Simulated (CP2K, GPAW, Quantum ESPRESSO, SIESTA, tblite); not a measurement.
## GPAW runs on (11,0) carbon nanotube bundle (176 atoms)

How do the settings of GPAW change the result for (11,0) carbon nanotube bundle (176 atoms)? A plane-wave run serves as the yardstick.

Main program and level: GPAW 26.7.0; the method is named at each step.

## Step 1: The starting structure

The cell holds 176 atoms: 176 C. Cell: a = 11.913 Å, b = 11.913 Å, c = 17.043 Å, α = 90.0°, β = 90.0°, γ = 120.0°. It derives from C (graphene). Graphene sheet (a = 2.46 Å) rolled into a (11,0) tube of diameter 8.61 Å, 4 periods, hexagonal bundle with 3.3 Å between walls; then minimised and run for 3 ps at 600 K (NVT) with a classical potential, last frame taken. Then every atom was moved at random, 0.03 Å r.m.s. a Cartesian component. The structure's axis is c.

The yardstick, on the same geometry:

* method: Kohn-Sham DFT, PBE, SSSP efficiency 1.3.0 pseudopotentials, plane waves (Quantum ESPRESSO 7.5); sssp-pbe-1.3.0-efficiency, cutoffs 45/360 Ry, Γ point
* r.m.s. force component: 2.24 eV/Å
* longest force: 10.73 eV/Å
* pressure: 6.368 GPa
* gap (highest filled to lowest empty level): 0.5747 eV
* time: 7.2 min on 4 MPI ranks of Arm Neoverse V1, shared host
* CPU time: 29 min

## Step 2: PBE, LCAO dzp, h 0.2 Å

Method: Kohn-Sham DFT, PBE, PAW, atomic orbitals (dzp).

Input file run.py:

```python
import numpy as np
from ase.io import read
from gpaw import GPAW, FermiDirac
from ase.parallel import parprint as print

atoms = read("structure.xyz")
atoms.calc = GPAW(
    mode="lcao",
    basis="dzp",
    h=0.2,
    xc="PBE",
    kpts={"size": (1, 1, 1), "gamma": True},
    occupations=FermiDirac(0.05),
    maxiter=200,
    symmetry={"point_group": False},
    txt="gpaw.txt",
)
energy = atoms.get_potential_energy(force_consistent=True)
forces = atoms.get_forces()
print(f"energy {energy:.6f} eV")
print("forces (eV/A)")
for i, (a, f) in enumerate(zip(atoms, forces)):
    print(f"{i:4d} {a.symbol:2s} {f[0]:10.5f} {f[1]:10.5f} {f[2]:10.5f}")
print(f"Fermi level {atoms.calc.get_fermi_level():.4f} eV")
for k in range(len(atoms.calc.get_ibz_k_points())):
    for s in range(atoms.calc.get_number_of_spins()):
        e = atoms.calc.get_eigenvalues(kpt=k, spin=s)
        n = np.searchsorted(e, atoms.calc.get_fermi_level())
        print(f"k {k} spin {s} levels about the Fermi level:", np.round(e[max(n - 6, 0):n], 4).tolist(), "|", np.round(e[n:n + 6], 4).tolist())
```

Input file structure.xyz:

```xyz
176
Lattice="11.91347 0.00000 0.00000 -5.95673 10.31736 0.00000 0.00000 0.00000 17.04338" Properties=species:S:1:pos:R:3 pbc="T T T"
C -2.02261 8.25069 1.34472
C -1.99294 9.47577 0.69145
C 3.92638 0.33604 1.30740
C 3.78116 1.58010 0.67816
C -1.69385 9.54562 3.51673
C 4.10062 0.41331 2.72115
C 3.20276 2.70635 1.38921
C 2.36262 3.52637 0.70474
C 3.82887 1.57587 3.43475
C 3.37372 2.81798 2.81386
C 1.26313 4.10641 1.46778
C 0.13713 4.18183 0.72485
C 2.53102 3.69279 3.50736
C 1.34289 4.05307 2.78370
C -1.05911 4.09413 1.36330
C 9.75267 3.65183 0.68940
C 0.12885 4.36373 3.53650
C -1.06351 4.21072 2.76495
C 8.82127 2.85141 1.50936
C 7.93902 2.01106 0.78843
C 9.74522 3.57414 3.56905
C 8.85612 2.75226 2.90129
C 7.64059 0.77442 1.41238
C 1.61428 9.82832 0.70321
C 8.06220 1.88725 3.59854
C 7.50334 0.71004 2.83551
C 1.93880 8.62923 1.50766
C 2.67267 7.72358 0.70082
C 1.40853 9.77941 3.53054
C 1.89770 8.60138 2.87829
C 3.63748 7.03469 1.39517
C 4.65936 6.34435 0.70389
C 2.58034 7.67281 3.57366
C 3.56314 7.01137 2.84914
C 5.89943 6.01770 1.44698
C 7.14636 6.08900 0.62669
C 4.74401 6.54688 3.60570
C 5.89467 6.08559 2.81506
C -3.56171 6.48704 1.40062
C -2.61339 7.19832 0.69520
C 7.00900 6.27306 3.52832
C -3.66285 6.51593 2.78318
C -2.67439 7.28230 3.49236
C -1.98448 8.29609 2.66149
C -2.11696 8.38048 5.63829
C -1.84676 9.53458 4.91105
C 4.08227 0.34584 5.54438
C 3.61234 1.61312 4.86657
C -1.77385 9.54717 7.72253
C 4.07048 0.39701 7.05034
C 3.18352 2.69345 5.66386
C 2.38311 3.61758 4.99490
C 3.98041 1.62044 7.76479
C 3.44288 2.69304 7.06704
C 1.34420 4.14944 5.67596
C 0.15327 4.36600 4.93662
[... 116 atom lines left out ...]
C 7.19657 6.04515 16.25938
C -3.59399 6.39480 15.61003
C -2.44512 7.16726 16.35210
C -2.08950 8.41339 15.61225
```

The run is started by

```sh
OMP_NUM_THREADS=1 mpirun -np 4 gpaw python run.py > output.txt
```

The program printed:

```text
energy -1521.905292 eV
forces (eV/A)
   0 C     0.41876    1.17494   -0.88570
   1 C     1.08784   -0.67197    0.94893
   2 C     1.19803    3.21365    4.46714
   3 C    -0.64753    1.19250    3.23110
   4 C    -1.47159   -1.92539   -4.30670
   5 C     0.06145   -1.37707    1.54465
   6 C     2.55982   -1.12701    1.68347
   7 C    -0.86869    2.22917    0.28667
   8 C    -1.27341    3.59602    1.90838
   9 C    -0.10169   -2.44106   -1.57372
  10 C     3.84507   -1.27235   -4.11972
  11 C    -0.63589    1.37896   -3.10606
  12 C    -2.02107   -0.38741    2.15474
  13 C    -0.26909    2.13852    5.68220
  14 C    -0.35441    1.13359    2.39922
  15 C    -2.88980   -1.77610    3.28253
  16 C     1.04216   -0.44865   -1.42553
  17 C    -1.87498   -1.60422    2.95384
  18 C    -0.24676    1.32910   -2.67431
  19 C     0.85604   -1.21938   -0.52860
  20 C     2.78525    1.98337   -0.33138
  21 C     0.43654    1.94713   -1.30158
  22 C    -1.86485   -1.46441    1.33487
  23 C    -0.55554    0.73835    4.16147
[...]
168 C    -1.55243    0.02773    1.95987
 169 C     3.50622   -1.41859   -3.48031
 170 C     0.66276    0.76618    1.24261
 171 C    -0.57967    0.31810    1.91082
 172 C    -4.37721    0.32648    2.27159
 173 C     5.32200    2.05946   -2.42675
 174 C    -3.87497    0.16659   -3.12147
 175 C     0.61490   -2.32250    0.60135
Fermi level 3.6081 eV
k 0 spin 0 levels about the Fermi level: [2.1439, 2.3413, 2.6939, 2.998, 3.2678, 3.3164] | [3.8954, 3.9806, 4.0274, 4.117, 4.3322, 4.4549]
```

gpaw.txt:

```text
Input parameters:
  mode=LCAO(),
  basis={'default': 'dzp'},
  h=0.2,
  kpts=MonkhorstPack(size=(1, 1, 1), gamma=True),
  maxiter=200,
  occupations=Occupations(name='fermi-dirac', width=0.05, fixmagmom=False),
  symmetry=Symmetry(point_group=False),
  xc=XC(name='PBE')
Unit cell  # Å
| periodic |         x |         y |         z |   lengths |     angles |
|----------|-----------|-----------|-----------|-----------|------------|
|      yes | 11.913470 |  0.000000 |  0.000000 | 11.913470 |  90.000000 |
|      yes | -5.956730 | 10.317360 |  0.000000 | 11.913461 |  90.000000 |
|      yes |  0.000000 |  0.000000 | 17.043380 | 17.043380 | 119.999998 |
Number of symmetries: 1
Symmetry operations  # r_c * U_cc + t_c -> r_c
|   | kind |            matrix            |
|---|------|------------------------------|
| 0 |  E   |  1, 0, 0,  0, 1, 0,  0, 0, 1 |
BZ-sampling:
  Number of BZ points: 1
  Number of IBZ points: 1
  Monkhorst-Pack size: [1, 1, 1]
  Monkhorst-Pack shift: [0, 0, 0]
[... lines left out ...]
        l=1, rc=3.7500 Bohr: 2p-dz split-valence wave
        l=2, rc=6.6719 Bohr: d-type Gaussian polarization
      Number of RI-basis functions 0
Reference energy: -180862.548324  # eV
eigensolver:
density mixing:
  MSR1-Mixer
occupation numbers:
  Fermi-Dirac:
    width: 0.0500  # eV
FastPoissonSolver using
    Stencil: 8*3+1=25 point O(h^6) finite-difference Laplacian
xc functional:
  name: PBE with 2 nearest neighbor stencil
interpolation: tri-quintic # 5. degree polynomial
Initialization done in: 4.149 s
convergence criteria:
- Maximum [total energy] change in last 3 cyles: 0.0005 eV / valence electron
- Maximum integral of absolute [dens]ity change: 0.0001 electrons / valence electron
- Maximum integral of absolute [eigenst]ate change: 4e-08 eV^2 / valence electron
maximum number of iterations: 200
SCF iterations
|iter     |      energy | eigst |  dens |
|---------|-------------|-------|-------|
|iter:   1|-1550.508901 |      c|       |
|iter:   2|-1546.029255 |      c| -0.90 |
|iter:   3|-1522.174903 |      c| -0.93 |
|iter:   4|-1528.705848 |      c| -1.59 |
|iter:   5|-1521.998320 |      c| -1.68 |
|iter:   6|-1521.955369 |      c| -2.14 |
|iter:   7|-1521.926227c|      c| -2.38 |
|iter:   8|-1521.903406c|      c| -2.79 |
|iter:   9|-1521.902587c|      c| -3.46 |
|iter:  10|-1521.902424c|      c| -3.81 |
|iter:  11|-1521.902410c|      c| -4.14c|
Converged in 11 steps
SCF loop duration: 107.452 s (9.768 s/step)
Energy contributions relative to reference atoms: (reference = -180862.548324)
Energy contributions:
  Kinetic:        1437.481807
  Coulomb:       -1426.052244
  Zero:             34.393754
  External:          0.000000
  Xc:            -1567.722844
  Entropy:          -0.005765
  Spinorbit:         0.000000
  ----------------------------
  Free energy:   -1521.905292
  Extrapolated:  -1521.902410
dipole moment: (16.262849, -9.636675, 4.514983)  # |e|*Ang
Fermi level: 3.608
Eigenvalues  # (at kpt = [0.000, 0.000, 0.000])
| band index |      eig [eV] | occ [0-2] |
|------------|---------------|-----------|
|          0 |       -16.460 |     2.000 |
|        ... |               |           |
|        344 |         1.984 |     2.000 |
|        345 |         2.102 |     2.000 |
[...]
|        359 |         4.736 |     0.000 |
|        ... |               |           |
|        426 |        10.405 |     0.000 |
Gap: 0.579 eV
Transition (v -> c):
  (s=0, k=0, n=351, [0.00, 0.00, 0.00]) -> (s=0, k=0, n=352, [0.00, 0.00, 0.00])
No difference between direct/indirect transitions
Force computation time: 10.943  # s
```

Elapsed: 2.1 min, on 4 MPI ranks of Arm Neoverse V1, shared host; peak memory 3.7 GiB; 8.3 min of CPU time.

Banners, paths, timers and routine set-up lines are dropped from the logs unmarked, and long logs keep their key lines alone; longer cuts are marked.

Numbers from this run, and their distance from the reference:

```
r.m.s. force component                           : 2.373 eV/Å
r.m.s. difference of force components            : 187.2 meV/Å
longest difference of force vectors              : 798.4 meV/Å
force difference over r.m.s. force               : 8.357 %
slope of forces against the reference's          : 1.057
correlation of force components                  : 0.9983
gap (highest filled to lowest empty level) : 0.579 eV
gap difference                                   : 0.0043 eV
```

Levels nearest the highest filled one (eV from it): -1.17, -0.98, -0.62, -0.32, -0.05, 0.00, 0.58, 0.66, 0.71, 0.80, 1.02, 1.14.

A closer look about C110, which bears the longest force: 10 atoms, nearest first, numbered in the order of the input, with positions taken from that point.

```csv
atom,x,y,z,distance (Å),bonds,Fx,Fy,Fz (eV/Å)
C110,0.00,0.00,0.00,0.00,3,5.91,7.71,-6.10
C113,-0.66,-0.79,0.75,1.28,3,-4.94,-6.49,1.36
C109,1.04,0.80,0.62,1.45,3,-2.24,-0.97,3.53
C107,0.05,0.15,-1.55,1.56,3,-5.70,-4.50,5.29
C114,-1.11,-1.98,-0.01,2.27,3,-0.81,0.55,-3.10
C152,-0.67,-0.81,2.17,2.41,3,-0.24,0.51,-0.48
C106,2.18,1.17,-0.06,2.47,3,-1.95,0.89,-2.86
C108,-0.74,-0.82,-2.25,2.51,3,1.38,-0.29,-2.20
C148,1.02,0.88,2.13,2.52,3,0.06,0.25,-2.71
C104,0.94,0.86,-2.18,2.52,3,3.39,2.34,-4.45
```

Atoms are counted from 1 here, from 0 in the log.

Forces lie 8.4 % from the reference's, at 0.29 times its CPU time.

## Step 3: PBE, LCAO szp(dzp), h 0.2 Å

Method: Kohn-Sham DFT, PBE, PAW, atomic orbitals (szp(dzp)).

run.py: that of step 2 with these lines changed.

```diff
@@ -8,3 +8,3 @@
     mode="lcao",
-    basis="dzp",
+    basis="szp(dzp)",
     h=0.2,
```

structure.xyz is that of step 2.

The run is started by

```sh
OMP_NUM_THREADS=1 mpirun -np 2 gpaw python run.py > output.txt
```

The program printed:

```text
energy -1375.490817 eV
forces (eV/A)
   0 C     0.92937    0.92510   -1.04486
   1 C     0.99501   -1.11775    1.25512
   2 C     1.09869    3.24814    4.12419
   3 C    -0.52632    1.23448    3.48375
   4 C    -1.04007   -1.99696   -4.32676
   5 C     0.30272   -1.52408    1.33018
[...]
173 C     5.79950    2.15379   -2.28152
 174 C    -3.21329   -0.21512   -3.37480
 175 C     0.49436   -2.17024    0.63152
Fermi level 2.1623 eV
k 0 spin 0 levels about the Fermi level: [0.7487, 0.9319, 1.3112, 1.5474, 1.833, 1.876] | [2.4402, 2.5464, 2.5683, 2.6716, 2.9042, 3.0152]
```

gpaw.txt:

```text
Input parameters:
  mode=LCAO(),
  basis={'default': 'szp(dzp)'},
  h=0.2,
  kpts=MonkhorstPack(size=(1, 1, 1), gamma=True),
  maxiter=200,
  occupations=Occupations(name='fermi-dirac', width=0.05, fixmagmom=False),
[... lines left out ...]
  Fermi-Dirac:
[... lines left out ...]
convergence criteria:
- Maximum [total energy] change in last 3 cyles: 0.0005 eV / valence electron
[... lines left out ...]
Converged in 11 steps
[... lines left out ...]
  Free energy:   -1375.490817
[... lines left out ...]
Fermi level: 2.162
[... lines left out ...]
|        ... |               |           |
|        344 |         0.605 |     2.000 |
|        345 |         0.713 |     2.000 |
[...]
|        359 |         3.291 |     0.000 |
|        ... |               |           |
|        426 |         8.719 |     0.000 |
Gap: 0.564 eV
Transition (v -> c):
  (s=0, k=0, n=351, [0.00, 0.00, 0.00]) -> (s=0, k=0, n=352, [0.00, 0.00, 0.00])
No difference between direct/indirect transitions
Force computation time: 14.185  # s
```

The job ended after 1.7 min (2 MPI ranks; peak memory 1.9 GiB; 3.4 min of CPU time).

Compared with the plane-wave run:

- r.m.s. force component: 2.399 eV/Å
- r.m.s. difference of force components: 406.7 meV/Å
- longest difference of force vectors: 1454 meV/Å
- force difference over r.m.s. force: 18.15 %
- slope of forces against the reference's: 1.057
- correlation of force components: 0.9869
- gap (highest filled to lowest empty level): 0.5642 eV
- gap difference: -0.0105 eV

This is a coarse setting, run to see what it loses.

Against the first run (8.4 %), the force difference from the reference is 18 %, at 0.41 times the CPU time (on 2 against 4 cores), with 1584 basis functions against 2288: the smaller basis costs accuracy.

## Step 4: The ladder

Differences are against the plane-wave reference, forces as r.m.s. over components; share is that over the reference's r.m.s. force, slope the least-squares factor from reference forces to these. Total energies of different programs have different zeros and aren't compared.

```csv
run,"Δ force, r.m.s. (meV/Å)",share (%),slope,Δ gap (eV),cores,CPU time,memory (GiB)
reference,-,-,-,-,4,29 min,8.4
"GPAW PBE, LCAO dzp, h 0.2 Å",187,8.36,1.057,0.0043,4,8.3 min,3.7
"GPAW PBE, LCAO szp(dzp), h 0.2 Å (coarse)",407,18.2,1.057,-0.0105,2,3.4 min,1.9
```

Rows marked coarse were listed beforehand as settings not expected to be converged; some can still land near the reference.

CPU time is summed over cores on a shared host, where runs went side by side, so it is rough. Symmetry, cutoffs, thresholds, outputs and thread counts weren't matched or tuned between programs; memory under MPI is the largest rank's times the ranks.

## Step 5: Results

| Quantity | Value |
| --- | --- |
| nearest in forces | GPAW PBE, LCAO dzp, h 0.2 Å, 8.4 % |
| its CPU time | 8.3 min |

**Reading.** The PBE run in local orbitals, coarse settings apart, differs by 8.4 % (GPAW PBE, LCAO dzp, h 0.2 Å); basis, grid and potentials can all enter. Runs with settings chosen to be coarse differ by 18 % (GPAW PBE, LCAO szp(dzp), h 0.2 Å), their programs' other errors included. Of the electronic-structure runs that take under half the reference's CPU time, GPAW PBE, LCAO dzp, h 0.2 Å comes nearest, at 8.4 % in 8.3 min against 29 min. PBE gaps agree with the reference's 0.575 eV within 0.011 eV. These are spacings on the run's k-points, which needn't hold the band edges. The reference's pressure of 6.4 GPa belongs to a cell and atoms that aren't relaxed at this level. The electronic-structure runs sample only Γ, in a cell whose shortest periodic width is 10 Å.

[Also dropped from logs without a mark: logging warnings of Python, and SIESTA's first energy breakdown and zero terms.]

[Logs are printed without paths, hosts, clocks, repeated set-up lines and the standing remarks that a program may print on its own settings, such as how far it seeks lower states.]

[Hosts, paths, dates, database ids (printed as entryN), source tags and the programs' standing remarks are cut or masked in the printed files.]
